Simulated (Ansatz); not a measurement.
# Te on Au(110): change of the work function, part 4 of 5

Aim: the work function of Au(110) at several coverages of Te (longbridge site), and the dipole that each adsorbate carries.

Ansatz 0.2.0; plane-wave DFT, PBE, Ansatz PAW.

So far, work function, upper face (eV): step 2 (the clean slab) 4.99; step 3 (21 atoms, coverage 0.25 ML, cell 2x2) 4.93; step 4 (22 atoms, coverage 0.5 ML, cell 2x2) 4.92; step 5 (6 atoms, coverage 1 ML, cell 1x1) 4.45.

### Step 7. The slab at 0.25 ML, atoms frozen

This step: plane-wave DFT, PBE, Ansatz PAW (Ansatz 0.2.0).

System of this step: Te/Au(110). The cell holds 21 atoms: 20 Au and 1 Te. Cell: a = 8.160 Å, b = 5.770 Å, c = 25.962 Å, α = 90.0°, β = 90.0°, γ = 90.0°. Vacuum lies along c.

To see where the charge goes, the covered slab, the bare substrate and the adsorbate layer are each run at the same frozen positions and on the same grid.

File input.yaml:

```yaml
crystal:
  lattice:
    - [8.16, 0.0, 0.0]
    - [0.0, 5.7699913344, 0.0]
    - [0.0, 0.0, 25.9622442327]
  atoms:
    - { symbol: Au, position: [0.0, 0.0, 0.3466572427] }
    - { symbol: Au, position: [0.25, 0.25, 0.4022186118] }
    - { symbol: Au, position: [-0.0074209363, 0.0, 0.4630172772] }
    - { symbol: Au, position: [0.25, 0.2515640082, 0.5157536545] }
    - { symbol: Au, position: [0.0049877097, 0.0, 0.5801212712] }
    - { symbol: Au, position: [0.0, 0.5, 0.3466572427] }
    - { symbol: Au, position: [0.25, 0.75, 0.4022186118] }
    - { symbol: Au, position: [-0.0121531693, 0.5, 0.4629847404] }
    - { symbol: Au, position: [0.25, 0.7484359918, 0.5157536545] }
    - { symbol: Au, position: [0.0125906469, 0.5, 0.5765186962] }
    - { symbol: Au, position: [0.5, 0.0, 0.3466572427] }
    - { symbol: Au, position: [0.75, 0.25, 0.4022186118] }
    - { symbol: Au, position: [0.5074209363, 0.0, 0.4630172772] }
    - { symbol: Au, position: [0.75, 0.2472470775, 0.5285665838] }
    - { symbol: Au, position: [0.4950122903, 0.0, 0.5801212712] }
    - { symbol: Au, position: [0.5, 0.5, 0.3466572427] }
    - { symbol: Au, position: [0.75, 0.75, 0.4022186118] }
    - { symbol: Au, position: [0.5121531693, 0.5, 0.4629847404] }
    - { symbol: Au, position: [0.75, 0.7527529225, 0.5285665838] }
    - { symbol: Au, position: [0.4874093531, 0.5, 0.5765186962] }
    - { symbol: Te, position: [0.25, 0.0, 0.6457880223] }
kpoints:
  mp_grid: { grid: [4, 5, 1] }
hamiltonian:
  xc: pbe
scf:
  occupations: { method: fermi_dirac, width: 0.1 }
  convergence: { dr2_threshold: 1.0e-08 }
efield:
  axis: 3
  dipole_correction: true
  ramp_position: 0.97
  ramp_width: 0.06
output:
  write_potential: true
  write_density: true
  volumetric_format: npy
```

The run is started by

```
> ansatz run input.yaml --threads 4 --pin off --max-ram 12288MiB --backend cpu --events-out ev --progress --plain --runs-dir out
```

Numbers of over 12 decimals in the logs are rounded to 6 here.

The log of the run:

```text
[...]
Crystal: 21 atoms, lattice volume = 1222.384 Å³
Basis set: ecut = 420 eV, 23959 PW (Γ)
Bands: 238, of which v1, the nominal top of the filled ones, is band 198 counted from 1 (197 counted from 0)
Symmetry: 4 space group operations
[...]
k-points: 9 of 20
[...]
SCF iter   1: F=—  HF=-269961.923987 eV  |F-HF|=—  |Δ(HF+E_count)|=         —  Δρ=2.10e-3  dr2=4.97e-1  ethr=1.77e-3  p=-0.036 e·Å  D=-5.36e-3 V/Å  ΔV_dip=0.14 eV  dr2_dipole=3.67e-2  V_vac-E_F(+/−)=4.74/4.60 eV  ⟨swp⟩=7.6  Hψ=8822  notcnv=0  defer=146
[...]
SCF iter   9: F=-269961.939983 eV  HF=-269961.939983 eV  |F-HF|=1.22e-8  |Δ(HF+E_count)|=   4.71e-8  Δρ=6.67e-7  dr2=6.81e-9  ethr=2.53e-12  p=0.012 e·Å  D=1.72e-3 V/Å  ΔV_dip=-0.04 eV  dr2_dipole=9.35e-12  V_vac-E_F(+/−)=4.93/4.97 eV  ⟨swp⟩=19.6  Hψ=9769  notcnv=0
SCF 1 converged in 9 iterations: F = -269961.939983 eV  dr2 = 6.81e-9
[...]
SCF converged after 9 iterations
Free energy (F): -269961.939983 eV
[...]
Internal energy: -269961.728432 eV  (E = F + TS)
E sigma→0 (E₀):  -269961.834207 eV
Entropy (-TS):   -0.211551 eV (-10.074 meV/atom)
Fermi energy:    2.491284 eV
Dipole field:    D = 0.001720 V/Å  (p = 0.011620 e·Å, saw-weighted, corrected)
Work function:   Φ+ = 4.9259 eV   Φ− = 4.9705 eV
[...]
--- Band table (eV; the first three rows and the last of 9) ---
  k-point 0: bands = [... 194 lower, 1.7020, 1.9889, 2.6298, 2.6881, 2.7432, 3.0698, 3.0924, 3.2117, ... 36 higher]
  k-point 1: bands = [... 194 lower, 1.4704, 1.6220, 1.8570, 2.2324, 2.2548, 2.6495, 3.1385, 3.3123, ... 36 higher]
  k-point 2: bands = [... 194 lower, 1.3320, 1.5570, 1.6437, 2.1151, 2.1175, 2.5156, 2.7704, 2.9024, ... 36 higher]
  k-point 8: bands = [... 194 lower, 1.2670, 1.6510, 2.0822, 2.3906, 2.9001, 3.1165, 3.4572, 3.6520, ... 36 higher]
```

Wall time 2.3 min (4 threads of Arm Neoverse V1, shared host); peak memory 6 GiB; 9.1 min of CPU time.

Reading the cycles: dr2 is the Hartree energy of the density residual (eV), the measure of convergence; HF is the Harris–Foulkes estimate of the energy, which meets the free energy F at convergence.

This step gave:

- energy at zero smearing: -269961.8342 eV
- work function, upper face: 4.926 eV
- work function, lower face: 4.971 eV
- dipole along the normal: 0.01162 e·Å
- step between the vacuum levels: -0.04465 eV

The work function of the upper face is 4.93 eV.

### Step 8. The substrate of the 0.25 ML cell alone

System of this step: Te/Au(110), substrate alone, atoms held. The cell holds 20 atoms: 20 Au. Cell: a = 8.160 Å, b = 5.770 Å, c = 25.962 Å, α = 90.0°, β = 90.0°, γ = 90.0°. Vacuum lies along c.

The second part, atoms unmoved.

Edit input.yaml of step 7 so:

```diff
@@ -26,3 +26,2 @@
     - { symbol: Au, position: [0.4874093531, 0.5, 0.5765186962] }
-    - { symbol: Te, position: [0.25, 0.0, 0.6457880223] }
 kpoints:
```

The log of the run:

```text
[...]
Crystal: 20 atoms, lattice volume = 1222.384 Å³
Basis set: ecut = 420 eV, 23959 PW (Γ)
Bands: 228, of which v1, the nominal top of the filled ones, is band 190 counted from 1 (189 counted from 0)
Symmetry: 4 space group operations
[...]
k-points: 9 of 20
[...]
SCF iter   1: F=—  HF=-262981.153291 eV  |F-HF|=—  |Δ(HF+E_count)|=         —  Δρ=1.88e-3  dr2=3.70e-1  ethr=1.77e-3  p=-0.007 e·Å  D=-1.04e-3 V/Å  ΔV_dip=0.03 eV  dr2_dipole=1.67e-3  V_vac-E_F(+/−)=4.65/4.62 eV  ⟨swp⟩=7.9  Hψ=8553  notcnv=0  defer=109
[...]
SCF iter   9: F=-262981.165169 eV  HF=-262981.165169 eV  |F-HF|=5.82e-11  |Δ(HF+E_count)|=   2.28e-8  Δρ=5.11e-7  dr2=4.39e-9  ethr=2.63e-12  p=0.002 e·Å  D=2.23e-4 V/Å  ΔV_dip=-0.01 eV  dr2_dipole=4.71e-11  V_vac-E_F(+/−)=4.95/4.96 eV  ⟨swp⟩=22.4  Hψ=9329  notcnv=0
SCF 1 converged in 9 iterations: F = -262981.165169 eV  dr2 = 4.39e-9
[...]
SCF converged after 9 iterations
Free energy (F): -262981.165169 eV
[...]
Internal energy: -262980.996554 eV  (E = F + TS)
E sigma→0 (E₀):  -262981.080862 eV
Entropy (-TS):   -0.168615 eV (-8.431 meV/atom)
Fermi energy:    2.125714 eV
Dipole field:    D = 0.000227 V/Å  (p = 0.001532 e·Å, saw-weighted, corrected)
Work function:   Φ+ = 4.9526 eV   Φ− = 4.9585 eV
[...]
--- Band table (eV; the first three rows and the last of 9) ---
  k-point 0: bands = [... 186 lower, 0.9504, 2.1619, 2.2606, 2.3782, 2.4284, 2.6441, 2.7832, 2.8452, ... 34 higher]
  k-point 1: bands = [... 186 lower, 0.8541, 0.9153, 1.4443, 1.8360, 2.1363, 2.6072, 2.6736, 2.7942, ... 34 higher]
  k-point 2: bands = [... 186 lower, 0.9765, 0.9922, 1.3381, 1.4513, 1.5515, 2.1400, 2.1604, 2.9139, ... 34 higher]
  k-point 8: bands = [... 186 lower, 0.7316, 0.7785, 1.6818, 1.7381, 2.4960, 2.5547, 3.2664, 3.2744, ... 34 higher]
```

Run time: 2.2 min. Hardware: 4 threads; peak memory 5.6 GiB; 8.5 min of CPU time.

This step gave:

| Property | Result |
| --- | --- |
| energy at zero smearing | -262981.0809 eV |
| work function, upper face | 4.953 eV |
| dipole along the normal | 0.001532 e·Å |

The work function of the upper face is 4.95 eV.

### Step 9. The adsorbate layer of the 0.25 ML cell alone

System of this step: Te/Au(110), adsorbate layer alone, atoms held. The cell holds 1 atom: 1 Te. Cell: a = 8.160 Å, b = 5.770 Å, c = 25.962 Å, α = 90.0°, β = 90.0°, γ = 90.0°. Vacuum lies along c.

The third part; a free layer of atoms may carry a moment, so spin is on.

input.yaml, the sections that differ from step 8:

```yaml
crystal:
  lattice:
    - [8.16, 0.0, 0.0]
    - [0.0, 5.7699913344, 0.0]
    - [0.0, 0.0, 25.9622442327]
  atoms:
    - { symbol: Te, position: [0.25, 0.0, 0.6457880223], spin: 1.0 }
magnetization:
  spin_polarized: true
# kpoints, hamiltonian, scf, efield, output: as in step 8
```

The log of the run:

```text
[...]
Crystal: 1 atoms, lattice volume = 1222.384 Å³
Basis set: ecut = 420 eV, 23959 PW (Γ)
Bands: 13, of which v1, the nominal top of the filled ones, is band 8 counted from 1 (7 counted from 0)
Symmetry: 4 space group operations
k-points: 9 of 20
[...]
Starting moments: Σ|m| = 1 μB on 1 of 1 site
[...]
SCF iter  30: F=—  HF=-6977.683568 eV  |F-HF|=—  |Δ(HF+E_count)|=   8.06e-3  Δρ=1.79e-3 (↑1.27e-3 ↓1.79e-3)  dr2=1.60e-1  dr2_m=2.87e-3  M=1.999 μB ∫|m|=2.000 μB  β_m=1.20  ethr=5.76e-7  p=0.000 e·Å  D=5.95e-6 V/Å  ΔV_dip=-0.00 eV  dr2_dipole=2.59e-10  V_vac-E_F(+/−)=5.38/5.38 eV  ⟨swp⟩=4.6  Hψ=724  notcnv=0
[...]
spin-set hold was let go at iteration 30 (at or past its limit, not by a criterion on the site moments or on the charge that they waited for): the magnetisation degrees of freedom join the quasi-Newton model from the next iteration; the mixer history was flushed
SCF iter  31: F=—  HF=-6977.671170 eV  |F-HF|=—  |Δ(HF+E_count)|=   1.24e-2  Δρ=1.48e-3 (↑8.60e-4 ↓1.48e-3)  dr2=8.73e-2  dr2_m=3.58e-3  M=2.000 μB ∫|m|=2.000 μB  β_m=1.20  ethr=5.76e-7  p=0.000 e·Å  D=3.32e-6 V/Å  ΔV_dip=-0.00 eV  dr2_dipole=1.13e-10  V_vac-E_F(+/−)=5.32/5.32 eV  ⟨swp⟩=4.0  Hψ=695  notcnv=0  κ⁻¹=1.0e0(r=1)
density mixer auto → broyden: no gap read (density of states about μ 1.52 of a free-electron gas's, 42 screened modes)
SCF iter  32: F=—  HF=-6977.678488 eV  |F-HF|=—  |Δ(HF+E_count)|=   7.32e-3  Δρ=1.64e-3 (↑5.97e-4 ↓1.64e-3)  dr2=8.97e-2  dr2_m=4.06e-3  M=2.000 μB ∫|m|=2.000 μB  β_m=1.20  ethr=5.76e-7  p=0.000 e·Å  D=1.05e-6 V/Å  ΔV_dip=-0.00 eV  dr2_dipole=1.53e-11  V_vac-E_F(+/−)=5.27/5.27 eV  ⟨swp⟩=4.6  Hψ=627  notcnv=0  κ⁻¹=3.8e-3(r=2)
[...]
SCF iter  43: F=-6977.665493 eV  HF=-6977.665493 eV  |F-HF|=5.46e-12  |Δ(HF+E_count)|=   2.71e-9  Δρ=1.28e-7 (↑2.75e-8 ↓1.28e-7)  dr2=3.12e-10  dr2_m=4.83e-11  M=2.000 μB ∫|m|=2.000 μB  ethr=5.11e-11  p=-0.000 e·Å  D=-5.82e-7 V/Å  ΔV_dip=0.00 eV  dr2_dipole=2.80e-16  V_vac-E_F(+/−)=5.27/5.27 eV  ⟨swp⟩=4.3  Hψ=779  notcnv=0
SCF 1 converged in 43 iterations: F = -6977.665493 eV  dr2 = 3.12e-10
[...]
this state was not tested for a lower state beside it, because the mixer in use, unlike msr1, does not test its closes by its own steps (another_mixer; see scf.mixing.algorithm and scf.lower_state_search)
SCF converged after 43 iterations
Magnetization: 1.9999 μB (9.0000 up, 7.0000 down)
Absolute magnetization: 2.0045 μB (∫|ρ↑−ρ↓|, with the PAW one-centre terms)
[...]
Per-site moments (μB) at R_I (Å): [(1.948180, 2.38012142544)]
Free energy (F): -6977.665493 eV
[...]
Internal energy: -6977.488042 eV  (E = F + TS)
E sigma→0 (E₀):  -6977.576768 eV
Entropy (-TS):   -0.177451 eV (-177.451 meV/atom)
Fermi energy:    -4.903931 eV
Dipole field:    D = -0.000001 V/Å  (p = -0.000004 e·Å, saw-weighted, corrected)
Work function:   Φ+ = 5.2743 eV   Φ− = 5.2743 eV
[...]
--- Band table (eV; the first three rows and the last of 18) ---
  k-point 0 ↑: bands = [... 4 lower, -41.2534, -15.2451, -6.1501, -6.1420, -5.9096, -0.7944, 0.2105, 0.4006, ... 1 higher]
  k-point 1 ↑: bands = [... 4 lower, -41.2534, -15.2416, -6.1393, -6.1315, -6.0004, -0.5447, 0.3496, 0.5844, ... 1 higher]
  k-point 2 ↑: bands = [... 4 lower, -41.2534, -15.2360, -6.1368, -6.1215, -6.1143, 0.0556, 0.6842, 1.0440, ... 1 higher]
  k-point 8 ↓: bands = [... 4 lower, -41.0689, -13.9987, -4.9731, -4.8092, -4.8000, 0.8405, 0.9992, 1.2677, ... 1 higher]
```

Wall time 27 s (4 threads); peak memory 1.3 GiB.

Numbers from this step:

```
energy at zero smearing   : -6977.5768 eV
total moment              : 2.000 μB
site moments              : 1.948 μB
work function, upper face : 5.274 eV
dipole along the normal   : -4.00e-6 e·Å
```

Site moment by atom:

| atom | site moment (μB) |
| --- | --- |
| Te1 | 1.95 |

The free layer carries a moment of 2.0 μB a cell.

### Step 10. Density difference at 0.25 ML

This step: plane-wave DFT, PBE, Ansatz PAW; density difference on adsorption (Ansatz 0.2.0).

The densities of the parts are taken from that of the whole and averaged over planes; the first moment of what is left gives the step in the potential.

Numbers from this step:

* largest charge moved: -0.001318 e/Å²
* potential step from the moved charge: -0.03910 eV

The electron density difference oscillates, so the rows of the table below give means over windows of 1 Å about each position, cut where the curve ends. Its maxima inside the range that stand out by 2 % of the span (Å: e/Å³): 8.7: 1.4e-4, 9.2: 8.5e-5, 10.4: 1.8e-4, 11.7: 1.5e-4, 12.4: 4.1e-4, 13.1: 0.00103, 13.7: 6.6e-4, 15.1: 3.2e-4, 16.3: 0.00241, 17.5: 4.0e-4. Its minima: 8.2: -1.8e-4, 8.9: -2.8e-5, 10.1: -6.4e-5, 11.3: -3.1e-4, 12.0: -2.2e-4, 12.5: 2.6e-4, 13.6: 5.6e-4, 14.7: -0.00234, 15.6: -0.00141, 17.0: -5.2e-5, 18.2: -6.0e-4.

Planar mean, whole system less its parts. Table of electron density difference by z; means over each step:

z (Å), electron density difference (e/Å³) and a bar from the least value:
```
        3    0.00000 ###############
        4    0.00000 ###############
        5    0.00000 ###############
        6    0.00001 ################
        7    0.00002 ################
        8   -0.00009 ##############
        9    0.00005 ################
       10    0.00003 ################
       11   -0.00014 #############
       12    0.00008 #################
       13    0.00065 ########################
       14   -0.00054 ########
       15   -0.00112 
       16    0.00106 ##############################
       17    0.00059 ########################
       18   -0.00035 ###########
       19   -0.00022 ############
       20   -0.00003 ###############
       21    0.00000 ###############
       22    0.00000 ###############
```

Planar mean, whole system less its parts. The electrons moved below z by z:

| z (Å) | electrons moved below z (e/Å²) |
| --- | --- |
| 4 | 1.1e-7 |
| 5 | 9.3e-7 |
| 6 | 6.3e-6 |
| 7 | 2.7e-5 |
| 8 | -8.5e-6 |
| 9 | -3.1e-5 |
| 10 | -1.2e-5 |
| 11 | -1.9e-5 |
| 12 | -1.5e-4 |
| 13 | 2.7e-4 |
| 14 | 7.9e-4 |
| 15 | -8.9e-4 |
| 16 | -9.6e-4 |
| 17 | 5.0e-4 |
| 18 | 4.8e-4 |
| 19 | 7.5e-5 |
| 20 | 7.0e-6 |
| 21 | 4.9e-7 |
| 22 | -1.8e-8 |

(Continued in part 5 of 5.)

[Logs are printed without paths, hosts, clocks, repeated set-up lines and the standing remarks that a program may print on its own settings, such as how far it seeks lower states.]

[Hosts, paths, dates, database ids (printed as entryN), source tags and the programs' standing remarks are cut or masked in the printed files.]

[Maps of the electrostatic potential energy from Ansatz leave out the sawtooth potential of an applied field or a dipole correction, so their vacuum need not be flat; planar profiles and work functions include it.]
